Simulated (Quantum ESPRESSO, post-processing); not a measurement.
# Al(100), stepped through the number of layers, part 7 of 7

Wanted: a table for Al(100) against the number of layers, and what can be fitted to it.

Quantum ESPRESSO 7.5; plane-wave DFT, PBE, GBRV ultrasoft pseudopotentials.

So far. Step 9 (Self-consistent run, 12 layers): Inside the slab this potential holds the local part of the pseudopotentials, which can be repulsive at the nuclei; only its value in the vacuum has a meaning of its own. Step 10 (Relaxation with pw.x, 14 layers):  On the free atoms the largest force ends at 0.017 eV/Å.

## 11. Self-consistent run, 14 layers

The input, m7.esm.in:

```
&control
  prefix = 'm7.esm'
  outdir = './out'
  pseudo_dir = './pseudo'
  calculation = 'scf'
  tprnfor = .true.
/
&system
  ibrav = 0
  nat = 14
  ntyp = 1
  ecutwfc = 40
  ecutrho = 200
  occupations = 'smearing'
  smearing = 'mv'
  degauss = 0.02
  assume_isolated = 'esm'
  esm_bc = 'bc1'
/
&electrons
  conv_thr = 1e-08
  mixing_beta = 0.25
  electron_maxstep = 160
  mixing_mode = 'local-TF'
  mixing_ndim = 12
/
ATOMIC_SPECIES
  Al  26.9815  al_pbe_v1.uspp.F.UPF
CELL_PARAMETERS angstrom
  2.85639291368519 0.00000000000000 0.00000000000000
  0.00000000000000 2.85639291368519 0.00000000000000
  0.00000000000000 0.00000000000000 42.21578684823457
ATOMIC_POSITIONS crystal
  Al  0.500000000000 0.500000000000 -0.311202336300
  Al  0.000000000000 0.000000000000 -0.262870451000
  Al  0.500000000000 0.500000000000 -0.215298287100
  Al  0.000000000000 0.000000000000 -0.167454223300
  Al  0.500000000000 0.500000000000 -0.119610159500
  Al  0.000000000000 0.000000000000 -0.071766095700
  Al  0.500000000000 0.500000000000 -0.023922031900
  Al  0.000000000000 0.000000000000 0.023922031900
  Al  0.500000000000 0.500000000000 0.071766095700
  Al  0.000000000000 0.000000000000 0.119610159500
  Al  0.500000000000 0.500000000000 0.167454223300
  Al  0.000000000000 0.000000000000 0.215298287100
  Al  0.500000000000 0.500000000000 0.262870451000
  Al  0.000000000000 0.000000000000 0.311202336300
K_POINTS automatic
  12 12 1 0 0 0
```

Launch:

```bash
OMP_NUM_THREADS=1 mpirun -n 4 pw.x -nk 4 -in m7.esm.in > m7.esm.out
```

What it wrote:

```text
[banner, memory and clock lines left out]
Program PWSCF v.7.5 starts
[...]
Message from routine setup:
[...]
number of electrons       =        42.00
     number of Kohn-Sham states=           25
     kinetic-energy cutoff     =      40.0000  Ry
     charge density cutoff     =     200.0000  Ry
[...]
number of k points=    28  Marzari-Vanderbilt smearing, width (Ry)=  0.0200
[...]
Dense  grid:   110799 G-vectors     FFT dimensions: (  30,  30, 360)
[...]
negative rho (up, down):  1.810E-04 0.000E+00
     Starting wfcs are   56 randomized atomic wfcs
[...]
negative rho (up, down):  1.001E-05 0.000E+00
[...]
estimated scf accuracy    <       0.85898557 Ry
[...]
negative rho (up, down):  1.212E-03 0.000E+00
[...]
estimated scf accuracy    <       0.88549123 Ry
[...]
negative rho (up, down):  1.541E-05 0.000E+00
[...]
estimated scf accuracy    <       1.32867020 Ry
[...]
negative rho (up, down):  4.827E-07 0.000E+00
[...]
estimated scf accuracy    <       0.07008823 Ry
[...]
negative rho (up, down):  2.984E-04 0.000E+00
[...]
estimated scf accuracy    <       0.09338844 Ry
[...]
negative rho (up, down):  1.336E-05 0.000E+00
[...]
estimated scf accuracy    <       0.48767286 Ry
[...]
negative rho (up, down):  2.999E-05 0.000E+00
[...]
estimated scf accuracy    <       0.03354765 Ry
[...]
estimated scf accuracy    <       0.06408690 Ry
[...]
estimated scf accuracy    <       0.03544027 Ry
[...]
estimated scf accuracy    <       0.10969779 Ry
[...]
estimated scf accuracy    <       0.61704410 Ry
[...]
estimated scf accuracy    <       2.38454461 Ry
[...]
negative rho (up, down):  2.468E-04 0.000E+00
[...]
estimated scf accuracy    <       0.00000214 Ry
[...]
negative rho (up, down):  2.451E-04 0.000E+00
[...]
estimated scf accuracy    <       0.00000195 Ry
[...]
negative rho (up, down):  2.463E-04 0.000E+00
[...]
estimated scf accuracy    <       0.00000117 Ry
[...]
negative rho (up, down):  2.441E-04 0.000E+00
[...]
estimated scf accuracy    <       0.00000148 Ry
[...]
negative rho (up, down):  2.424E-04 0.000E+00
[...]
estimated scf accuracy    <       0.00000075 Ry
[...]
negative rho (up, down):  2.433E-04 0.000E+00
[...]
estimated scf accuracy    <       0.00000101 Ry
[...]
negative rho (up, down):  2.446E-04 0.000E+00
[...]
estimated scf accuracy    <       0.00000102 Ry
[...]
negative rho (up, down):  2.394E-04 0.000E+00
[...]
estimated scf accuracy    <       0.00000089 Ry
[...]
negative rho (up, down):  2.368E-04 0.000E+00
[...]
estimated scf accuracy    <       0.00000070 Ry
[...]
negative rho (up, down):  2.288E-04 0.000E+00
[...]
the Fermi energy is    -4.2609 ev
!    total energy              =     -93.83881822 Ry
     estimated scf accuracy    <          9.5E-09 Ry
     smearing contrib. (-TS)   =      -0.00007463 Ry
     internal energy E=F+TS    =     -93.83874359 Ry
[...]
one-electron contribution =   13595.33682343 Ry
     hartree contribution      =   -6795.45308030 Ry
     xc contribution           =     -59.89602388 Ry
     ewald contribution        =   -6833.82646284 Ry
     convergence has been achieved in 116 iterations
     negative rho (up, down):  2.288E-04 0.000E+00
[...]
Total force =     0.002873     Total SCF correction =     0.000113
[...]
```

Elapsed: 12 min, on 4 MPI ranks of Arm Neoverse V1, shared host; peak memory 0.72 GiB; 46 min of CPU time.

This step gave:

```
Fermi energy                                                   : -4.261 eV
vacuum line at the lower end of the cell, over the Fermi level : 4.261 eV
vacuum line at the upper end of the cell, over the Fermi level : 4.261 eV
```

Inside the slab this potential holds the local part of the pseudopotentials, which can be repulsive at the nuclei; only its value in the vacuum has a meaning of its own.

## 12. The series side by side

The series in one table:

| the number of layers | energy (eV) | work function (eV) |
| --- | --- | --- |
| 4 layers | -364.1040 | 4.281 |
| 5 layers | -455.3516 | 4.303 |
| 6 layers | -546.6416 | 4.26 |
| 7 layers | -637.9236 | 4.26 |
| 8 layers | -729.1619 | 4.299 |
| 10 layers | -911.6539 | 4.298 |
| 12 layers | -1094.2096 | 4.291 |
| 14 layers | -1276.7422 | 4.261 |

## 13. A check by hand

γ = intercept/(2A) = 0.9431 eV / (2 × 8.159 Å²) × 16.02 = 0.93 J/m².

## 14. Outcome

| Item | Value |
| --- | --- |
| surface energy from the intercept | 0.93 J/m² |
| work function at 14 layers | 4.26 eV |

**Reading.** The series holds 8 members; surface energy from the intercept: 0.93 J/m²; work function at 14 layers: 4.26 eV (PBE, GBRV ultrasoft). A line through the energies of all but the thinnest slab has a slope of -91.2627 eV a layer and leaves residuals that spread over 58 meV, worth 0.06 J/m². The bulk run gives -91.2657 eV a layer, -3.0 meV from that slope; used for the thickest slab it would give 0.96 J/m². The work function spans 4.26 to 4.30 eV and over the last three members 0.04 eV. Unreconstructed faces. One mesh, so part of the swing with thickness is sampling.

Comparison with the measured values:

```
                             quantity  measured   PBE, 14 layers
work function (clean (100) face) (eV)      4.32  4.26 (-0.06 eV)
```

Measured values from arxiv:1702.08515 (2017).

How well it matches: The work function is off by -0.06 eV: good agreement. The grades are ours: good and fair within 3 and 7 % for the work function. Other measurements of the same face can differ from the value quoted by 0.1 to 0.2 eV.

[Logs are printed without paths, hosts, clocks, repeated set-up lines and the standing remarks that a program may print on its own settings, such as how far it seeks lower states.]

[Hosts, paths, dates, database ids (printed as entryN), source tags and the programs' standing remarks are cut or masked in the printed files.]

[Maps of the electrostatic potential energy from Ansatz leave out the sawtooth potential of an applied field or a dipole correction, so their vacuum need not be flat; planar profiles and work functions include it.]
